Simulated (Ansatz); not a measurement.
# Cs on Cu(110): change of the work function, part 2 of 2

How does Cs on the hollow site change the work function of Cu(110) as the layer fills?

Ansatz 0.2.0; plane-wave DFT, PBE, Ansatz PAW.

So far, work function, upper face (eV): step 2 (the clean slab) 4.43; step 3 (37 atoms, coverage 0.111 ML, cell 3x3) 2.28.

## (4) Adsorbate added, k-mesh 6×6×1, coverage 0.25 ML (continued)

The density of states has structure finer than the step of the table below, so its rows give means over 0.25 eV, whole bins alone (the curve runs from -8 to 1.98 eV). Peaks (eV: height): -2.980: 78.0, -2.680: 86.6, -2.530: 68.9, -2.470: 69.8, -2.290: 77.0, -1.740: 131, -1.620: 125.

The density of states by energy, zero at the Fermi level; means over each step:

energy (eV), density of states (states/eV a cell) and a bar:
```
    -7.75          2 
    -7.50          1 
    -7.25          2 
    -7.00          2 
    -6.75          2 
    -6.50          2 
    -6.25          1 
    -6.00          2 
    -5.75          3 #
    -5.50          5 #
    -5.25          4 #
    -5.00          7 ##
    -4.75          8 ##
    -4.50         15 ####
    -4.25         20 ######
    -4.00         26 ########
    -3.75         32 ##########
    -3.50         40 ############
    -3.25         41 #############
    -3.00         58 ##################
    -2.75         63 ###################
    -2.50         51 ################
    -2.25         63 ###################
    -2.00         59 ##################
    -1.75         97 ##############################
    -1.50         67 #####################
    -1.25          8 ##
    -1.00          7 ##
    -0.75          6 #
    -0.50          6 #
    -0.25          5 #
     0.00          6 ##
     0.25          8 ##
     0.50          6 #
     0.75          8 ##
     1.00          7 ##
     1.25          6 #
     1.50         10 ###
     1.75         10 ###
```

Projected DOS per atom over height of the atomic layer and energy from the Fermi level. Layers: Cu4 Cu4 Cu4 Cu4 Cs from below.

Ten even steps from '0' (0.01 states/eV) to '9' (6.47 states/eV), each cell a mean:
```
00000
00000
00001
00001
00000
00000
00000
63220
95580
64460
55560
35440
14430
02310
01100
00000
00000
00000
00000
00000
00000
00000
```
Columns: height of the atomic layer (Å) from 9 to 15.5 (not evenly spaced); rows upwards: energy from the Fermi level (eV) from -7.96 to 1.95.

ELF in the ca plane at fractional y = 0.250, with atoms of Cu and Cs within 0.2 Å of it. It is the smooth field of the valence electrons, not physical close to the nuclei.

Ten even steps from '0' (0.00) to '9' (0.88), each cell a mean:
```
00000112232222222222333100000000000000000000
00001111122332222233332210000000000000000000
00001111222222122223322110000000000000000000
00011123542222354222221110000000000000000000
00011125962222497212211100000000000000000000
00011123542222354222221110000000000000000000
00001111222222222223322110000000000000000000
00001111222332222233332210000000000000000000
00000112232222222222333100000000000000000000
00000112232222222222332101332100000000000000
00000111223222222333321146886420000000000000
00001111122332211233311489999741000000000000
00011112322221233222212898789962000000000000
00011125852221377322104983049973100000000000
00011125852221377322104983049973100000000000
00011112322221233222212898799962000000000000
00001111122332111233311489999741000000000000
00000111223222222333321147886420000000000000
00000112232222222222332101232100000000000000
```
Columns run along c (16.0 Å, from fractional 0.25 to 0.89 of the cell), rows up along a (7.2 Å). Atoms in or near the plane, at fractional coordinates: Cu at (0.36, 0.25), Cu at (0.47, 0.25), Cu at (0.36, 0.75), Cu at (0.46, 0.75), Cs at (0.62, 0.25).

Valence density in the ca plane at fractional y = 0.250, with atoms of Cu and Cs within 0.2 Å of it. It is the smooth field of the valence electrons, not physical close to the nuclei.

Ten steps, logarithmic in the rise over the least value, from '0' (0 e/Å³) to '9' (48 e/Å³), each cell a mean:
```
00000000000000000000000000000000000000000000
00000000000000000000000000000000000000000000
00000002321001232100000000000000000000000000
00000026762102576310000000000000000000000000
00000037983112798410000000000000000000000000
00000026762102576310000000000000000000000000
00000002321001232100000000000000000000000000
00000000000000000000000000000000000000000000
00000000000000000000000000000000000000000000
00000000000000000000000000000000000000000000
00000000000000000000000000000000000000000000
00000001110000111100000011211000000000000000
00000014541001355210000122222100000000000000
00000037973102598510000121122100000000000000
00000037973102598510000121122100000000000000
00000014541001355210000122222100000000000000
00000001110000111100000011211000000000000000
00000000000000000000000000000000000000000000
00000000000000000000000000000000000000000000
```
Columns run along c (16.0 Å, from fractional 0.25 to 0.89 of the cell), rows up along a (7.2 Å). Atoms in or near the plane, at fractional coordinates: Cu at (0.36, 0.25), Cu at (0.47, 0.25), Cu at (0.36, 0.75), Cu at (0.46, 0.75), Cs at (0.62, 0.25).

Electrostatic potential energy in the ca plane at fractional y = 0.250, with atoms of Cu and Cs within 0.2 Å of it. With pseudopotentials it is smooth inside the atoms' cores, unlike the true potential.

Ten even steps from '0' (-44 eV) to '9' (5 eV), each cell a mean:
```
99999999999999999999999999999999999999999999
99999999999999999999999999999999999999999999
99999986458998645899999999999999999999999999
99999851005896100489999999999999999999999999
99999840003885000289999999999999999999999999
99999951005896100489999999999999999999999999
99999986458998645899999999999999999999999999
99999999899999989999999999999999999999999999
99999999999999999999999999999999999999999999
99999999999999999999999999999999999999999999
99999999999999999999999988888999999999999999
99999998789999877899999865557899999999999999
99999973137998412589998743435789999999999999
99999840004896100279998534444789999999999999
99999840004896100279998534444789999999999999
99999973137998411589998743435789999999999999
99999998789999877899999865457899999999999999
99999999999999999999999988888999999999999999
99999999999999999999999999999999999999999999
```
Columns run along c (16.0 Å, from fractional 0.25 to 0.89 of the cell; values clipped at the 3rd and 97th percentile), rows up along a (7.2 Å). Atoms in or near the plane, at fractional coordinates: Cu at (0.36, 0.25), Cu at (0.47, 0.25), Cu at (0.36, 0.75), Cu at (0.46, 0.75), Cs at (0.62, 0.25).

The relaxation took 6 steps and lowered the energy by 0.16 eV; the largest force on the free atoms ends at 0.0026 eV/Å.

By hand: a sheet of dipoles makes a step −p/(ε₀A) in the electron's potential. With e/ε₀ = 180.95 V·Å, p = 0.6260 e·Å and A = 36.86 Å², that is −180.95 × (0.6260) / 36.86 = -3.073 eV, and the two vacuum levels of the run differ by -3.073 eV.

The covered face has 1.37 eV, -3.06 eV against the clean one; the bare back face has moved by +0.02 eV, a measure of how thin the slab is.

## (5) Work function against coverage

This step: plane-wave DFT, PBE, Ansatz PAW; work function against coverage (Ansatz 0.2.0).

The runs are now put side by side.

This step gave:

| Item | Value |
| --- | --- |
| work function of the clean face | 4.434 eV |
| largest change of the work function | -3.059 eV |

The work function of the covered face by coverage:

| coverage (adsorbates/nm²) | work function of the covered face (eV) |
| --- | --- |
| 0.00 | 4.43 |
| 1.21 | 2.28 |
| 2.71 | 1.37 |

The dipole per adsorbate comes from the change of the cell's dipole. Coverage, by row:

| coverage (1/nm²) | coverage (ML) | work function (eV) | change (eV) | dipole per adsorbate, positive end outwards (debye) | mean height of the added atoms over the highest substrate atom (Å) |
| --- | --- | --- | --- | --- | --- |
| 1.206 | 0.1111 | 2.282 | -2.152 | 4.825 | 2.732 |
| 2.713 | 0.25 | 1.375 | -3.059 | 3.014 | 2.654 |

## (6) Summary of results

```json
{"work function of the clean face": "4.43 eV", "work function at 0.11 ML": "2.28 eV", "work function at 0.25 ML": "1.37 eV", "dipole per adsorbate at 0.11 ML, positive end outwards": "4.83 D"}
```

Cs lowers the work function of Cu(110) at the lowest coverage, by 2.15 eV: the adsorbate layer has its positive end outwards. The slab has 4 layers, at the tabulated experimental lattice constant, one starting site was run, and quantum-size effects of a slab this thin can reach one or two tenths of an eV.

[Logs are printed without paths, hosts, clocks, repeated set-up lines and the standing remarks that a program may print on its own settings, such as how far it seeks lower states.]

[Hosts, paths, dates, database ids (printed as entryN), source tags and the programs' standing remarks are cut or masked in the printed files.]

[Maps of the electrostatic potential energy from Ansatz leave out the sawtooth potential of an applied field or a dipole correction, so their vacuum need not be flat; planar profiles and work functions include it.]

[The density of states shown here was stored with 400 of the rows of the run's finer table, so its peaks can read low, often by over a quarter, or be missed, and its means over a window can be off by a tenth or more.]
